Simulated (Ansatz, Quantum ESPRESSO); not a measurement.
# Evanescent states of CdS, zinc blende type, lattice constant set to 6.178 Å, part 3 of 4

Wanted: the complex band structure of CdS, zinc blende type, lattice constant set to 6.178 Å, as for a tunnel barrier.

Quantum ESPRESSO 7.5; plane-wave DFT, PBE, GBRV ultrasoft pseudopotentials; cross-check by Ansatz 0.2.0 with PAW datasets.

So far. Step 2 (Ground state): The run needed 11 iterations to bring the estimated error under 1e-09 Ry.

## Step 4: Complex band structure, with nz1 = 3

Level of this step: complex band structure by pwcond; plane-wave DFT, PBE, GBRV ultrasoft pseudopotentials (Quantum ESPRESSO).

How much does a setting matter? One run is repeated with a change.

Contents of cbs.w.in:

```
&inputcond
  outdir = './out'
  prefixl = 'scf'
  band_file = 'cbs.w'
  ikind = 0
  ewind = 4.0
  epsproj = 1e-05
  nz1 = 3
  energy0 = 4.48
  denergy = -0.16
/
4
  0.00000000 0.00000000 1.00000000
  0.50000000 0.00000000 1.00000000
  0.50000000 0.50000000 1.00000000
  0.25000000 0.00000000 1.00000000
41
```

Run with:

```console
$ OMP_NUM_THREADS=1 mpirun -n 2 pwcond.x -in cbs.w.in > cbs.w.out
```

Log:

```text
[banner, memory and clock lines left out]
Program PWCOND v.7.5 starts
[citation notice left out]

[...]
./out/scf.save/

[...]
negative rho (up, down):  4.035E-02 0.000E+00
     Reading collected, re-writing distributed wavefunctions

===== INPUT FILE containing the left lead =====

     GEOMETRY:

     lattice parameter (alat)  =       8.2553  a.u.
     the volume                =     795.6285 (a.u.)^3
     the cross section         =      68.1496 (a.u.)^2
     l of the unit cell        =       1.4142 (alat)
     number of atoms/cell      =            4
     number of atomic types    =            2

     crystal axes: (cart. coord. in units of alat)
               a(1) = (  1.0000  0.0000  0.0000 )
               a(2) = (  0.0000  1.0000  0.0000 )
               a(3) = (  0.0000  0.0000  1.4142 )

   Cartesian axes

     site n.     atom                  positions (alat units)
          1        Cd     tau(  1)=(  0.0000  0.0000  1.4142  )
          2        S      tau(  2)=(  0.5000  0.0000  0.3536  )
          3        Cd     tau(  3)=(  0.5000  0.5000  0.7071  )
          4        S      tau(  4)=(  0.0000  0.5000  1.0607  )

     nr1s                      =           36
     nr2s                      =           36
     nr3s                      =           48
     nr1sx                     =           36
     nr2sx                     =           36
     nr3sx                     =           48
     nr1                       =           40
     nr2                       =           40
     nr3                       =           54
     nr1x                      =           40
     nr2x                      =           40
     nr3x                      =           54

 _______________________________
  Radii of nonlocal spheres:

     type       ibeta     ang. mom.          radius (alat units)
       Cd         1         0                    0.2845
       Cd         2         0                    0.2845
       Cd         3         1                    0.2845
       Cd         4         1                    0.2845
       Cd         5         2                    0.2845
       Cd         6         2                    0.2845
       S          1         0                    0.1827
       S          2         0                    0.1827
       S          3         1                    0.1827
       S          4         1                    0.1827
       S          5         2                    0.1827
       S          6         2                    0.1827
----- General information -----

----- Complex band structure calculation -----

     nrx                       =           36
     nry                       =           36
     nz1                       =            3

     energy0               =         4.5E+00
     denergy               =        -1.6E-01
     nenergy               =         41
     ecut2d                =         4.0E+01
     ewind                 =         4.0E+00
     epsproj               =         1.0E-05

     number of k_|| points=    4
                       cryst. coord.
        k(    1) = (   0.0000000   0.0000000), wk =   0.2500000
        k(    2) = (   0.5000000   0.0000000), wk =   0.2500000
        k(    3) = (   0.5000000   0.5000000), wk =   0.2500000
        k(    4) = (   0.2500000   0.0000000), wk =   0.2500000
----- Information about left lead -----

     nocros                   =           18
     noins                    =           54
     norb                     =           90
     norbf                    =           90
     nrz                      =           48

      iorb      type   ibeta   ang. mom.   m       position (alat)
        1        1       1        0        1   taunew(   1)=(  0.0000  0.0000  0.0000)
        2        1       2        0        1   taunew(   2)=(  0.0000  0.0000  0.0000)
[...]
90        1       6        2        5   taunew(  90)=(  0.0000  0.0000  1.4142)
 ngper, shell number =          221          32
 ngper, n2d =          221         221
---  E-Ef =    4.4800000  k =    0.0000000   0.0000000
---  ie =          1  ik =          1
 Nchannels of the left tip =            1
 Right moving states:
   k1(2pi/a)   k2(2pi/a)   E-Ef (eV)
   0.3884021   0.0000000   4.4800000
 Left moving states:
   k1(2pi/a)   k2(2pi/a)   E-Ef (eV)
  -0.3884022   0.0000000   4.4800000

---  E-Ef =    4.3200000  k =    0.0000000   0.0000000
---  ie =          2  ik =          1
 Nchannels of the left tip =            1
 Right moving states:
   k1(2pi/a)   k2(2pi/a)   E-Ef (eV)
   0.3278166   0.0000000   4.3200000
 Left moving states:
   k1(2pi/a)   k2(2pi/a)   E-Ef (eV)
  -0.3278168   0.0000000   4.3200000
[... further energies and points left out ...]
---  E-Ef =   -1.7600000  k =    0.2500000   0.0000000
---  ie =         40  ik =          4
 Nchannels of the left tip =            2
 Right moving states:
   k1(2pi/a)   k2(2pi/a)   E-Ef (eV)
  -0.1206918  -0.0000000  -1.7600000
   0.1262589   0.0000000  -1.7600000
 Left moving states:
   k1(2pi/a)   k2(2pi/a)   E-Ef (eV)
   0.1206917  -0.0000000  -1.7600000
  -0.1262587   0.0000000  -1.7600000

---  E-Ef =   -1.9200000  k =    0.2500000   0.0000000
---  ie =         41  ik =          4
 Nchannels of the left tip =            1
 Right moving states:
   k1(2pi/a)   k2(2pi/a)   E-Ef (eV)
  -0.1806397  -0.0000000  -1.9200000
 Left moving states:
   k1(2pi/a)   k2(2pi/a)   E-Ef (eV)
   0.1806396  -0.0000000  -1.9200000

[...]
```

Wall time 7.6 min (2 MPI ranks of Arm Neoverse V2, shared host); peak memory 0.21 GiB; 15 min of CPU time.

The changed values were drawn from a wide range, not chosen for quality; the comparison shows what they did here together.

Beside the run it was changed from:

```csv
quantity,this run,unchanged run,difference
peak of the smallest κ at the zone centre (Å⁻¹),0.068,0.068,0
"peak of the smallest κ at (1/2, 0) (Å⁻¹)",0.289,0.288,0.0010
"peak of the smallest κ at (1/2, 1/2) (Å⁻¹)",0.433,0.433,0
wall time (s),456,484,
```

The physical values in this table move by up to 0.35 %.

## Step 5: Complex band structure, with nenergy = 0

Another try, with an input changed as a hurried user might.

Contents of cbs.bad.in:

```
&inputcond
  outdir = './out'
  prefixl = 'scf'
  band_file = 'cbs.bad'
  ikind = 0
  ewind = 4.0
  epsproj = 1e-05
  nz1 = 7
  energy0 = 4.48
  denergy = -0.16
/
4
  0.00000000 0.00000000 1.00000000
  0.50000000 0.00000000 1.00000000
  0.50000000 0.50000000 1.00000000
  0.25000000 0.00000000 1.00000000
0
```

Run with:

```console
$ OMP_NUM_THREADS=1 mpirun -n 2 pwcond.x -in cbs.bad.in > cbs.bad.out
```

Log:

```text
[banner, memory and clock lines left out]
Program PWCOND v.7.5 starts
[citation notice left out]

[...]
./out/scf.save/

[...]
negative rho (up, down):  4.035E-02 0.000E+00
     Reading collected, re-writing distributed wavefunctions

===== INPUT FILE containing the left lead =====

     GEOMETRY:

     lattice parameter (alat)  =       8.2553  a.u.
     the volume                =     795.6285 (a.u.)^3
     the cross section         =      68.1496 (a.u.)^2
     l of the unit cell        =       1.4142 (alat)
     number of atoms/cell      =            4
     number of atomic types    =            2

     crystal axes: (cart. coord. in units of alat)
               a(1) = (  1.0000  0.0000  0.0000 )
               a(2) = (  0.0000  1.0000  0.0000 )
               a(3) = (  0.0000  0.0000  1.4142 )

   Cartesian axes

     site n.     atom                  positions (alat units)
          1        Cd     tau(  1)=(  0.0000  0.0000  1.4142  )
          2        S      tau(  2)=(  0.5000  0.0000  0.3536  )
          3        Cd     tau(  3)=(  0.5000  0.5000  0.7071  )
          4        S      tau(  4)=(  0.0000  0.5000  1.0607  )

     nr1s                      =           36
     nr2s                      =           36
     nr3s                      =           48
     nr1sx                     =           36
     nr2sx                     =           36
     nr3sx                     =           48
     nr1                       =           40
     nr2                       =           40
     nr3                       =           54
     nr1x                      =           40
     nr2x                      =           40
     nr3x                      =           54

 _______________________________
  Radii of nonlocal spheres:

     type       ibeta     ang. mom.          radius (alat units)
       Cd         1         0                    0.2845
       Cd         2         0                    0.2845
       Cd         3         1                    0.2845
       Cd         4         1                    0.2845
       Cd         5         2                    0.2845
       Cd         6         2                    0.2845
       S          1         0                    0.1827
       S          2         0                    0.1827
       S          3         1                    0.1827
       S          4         1                    0.1827
       S          5         2                    0.1827
       S          6         2                    0.1827
----- General information -----

----- Complex band structure calculation -----

     nrx                       =           36
     nry                       =           36
     nz1                       =            7

     energy0               =         4.5E+00
     denergy               =        -1.6E-01
     nenergy               =          0
     ecut2d                =         4.0E+01
     ewind                 =         4.0E+00
     epsproj               =         1.0E-05

     number of k_|| points=    4
                       cryst. coord.
        k(    1) = (   0.0000000   0.0000000), wk =   0.2500000
        k(    2) = (   0.5000000   0.0000000), wk =   0.2500000
        k(    3) = (   0.5000000   0.5000000), wk =   0.2500000
        k(    4) = (   0.2500000   0.0000000), wk =   0.2500000
----- Information about left lead -----

     nocros                   =           18
     noins                    =           54
     norb                     =           90
     norbf                    =           90
     nrz                      =           48

      iorb      type   ibeta   ang. mom.   m       position (alat)
        1        1       1        0        1   taunew(   1)=(  0.0000  0.0000  0.0000)
        2        1       2        0        1   taunew(   2)=(  0.0000  0.0000  0.0000)
[...]
90        1       6        2        5   taunew(  90)=(  0.0000  0.0000  1.4142)
 ngper, shell number =          221          32
 ngper, n2d =          221         221
 ngper, shell number =          216          47
 ngper, n2d =          216         216
 ngper, shell number =          216          26
 ngper, n2d =          216         216
 ngper, shell number =          215          86
 ngper, n2d =          215         215

[...]
```

It took 5.9 s on 2 MPI ranks; peak memory 0.14 GiB; 12 s of CPU time.

The run finished, but its numbers are not taken as the system's. The fault: no energies.

[end of part 3 of 4]

[Logs are printed without paths, hosts, clocks, repeated set-up lines and the standing remarks that a program may print on its own settings, such as how far it seeks lower states.]

[Hosts, paths, dates, database ids (printed as entryN), source tags and the programs' standing remarks are cut or masked in the printed files.]

[Maps of the electrostatic potential energy from Ansatz leave out the sawtooth potential of an applied field or a dipole correction, so their vacuum need not be flat; planar profiles and work functions include it.]
